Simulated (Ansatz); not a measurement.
SiO2 (Fddd), computed twice by G0W0.

```xyz
12
Lattice="0.0000 4.7163 7.3628 2.3596 0.0000 7.3628 2.3596 4.7163 0.0000" Properties=species:S:1:pos:R:3 pbc="T T T"
Si    3.5394    7.0744    8.2939
Si    2.3596    4.7163    4.6125
Si    2.3596    4.7163   10.1131
Si    3.5394    7.0744   13.7944
O     1.7697    5.8953    5.5221
O     1.7697    3.5372    9.2035
O     2.9495    5.8953    9.2035
O     2.9495    3.5372    5.5221
O     2.3596    1.7597    7.3628
O     2.3596    7.6728    7.3628
O     1.1798    4.1179    3.6814
O     1.1798    0.5984    3.6814
```

The cell and positions are those that the Materials Project relaxed with its own functionals (PBE, PBE+U or r2SCAN), kept fixed.

The first (Ansatz 0.2.0; start LDA, 4×4×4 mesh, 898 empty bands, screening to 180 eV, PAW set soft_1 files; 1 × NVIDIA H100 80GB HBM3 (shared by 6 runs) with 3 threads of AMD EPYC 7R13 (Zen 3), shared host) gave, on its mesh: starting gap 5.53 eV, G0W0 gap 8.73 eV, RPA ε∞ (mean) 2.30, 3.3 min.

**Question.** The second changes empty bands from 898 to 147 and screening cutoff (eV) from 180.0 to 54. What does it give?

It gave: starting gap 5.53 eV, G0W0 gap 8.38 eV, RPA ε∞ (mean) 2.32, 28 s. The G0W0 gap moves by −0.35 eV, +0.00 eV from the start and −0.35 eV from the correction. Σc changes by +0.47 eV at the valence top and +0.11 eV at the conduction bottom, and Σx − Vxc between them by +0.00 eV.

Limits: not at the basis limit.

[Paths, hosts, dates, memory and timing lines, banners, echoed tables and standing remarks are left out of the program output.]

[Logs are printed without paths, hosts, clocks, repeated set-up lines and the standing remarks that a program may print on its own settings, such as how far it seeks lower states.]

[Runs of the session that timed out or met a known fault of the program may be left out.]

[Cells called generated may have been cut or substituted from an entry of the Crystallography Open Database or the Materials Project.]

[Hosts, paths, dates, database ids (printed as entryN), source tags and the programs' standing remarks are cut or masked in the printed files.]
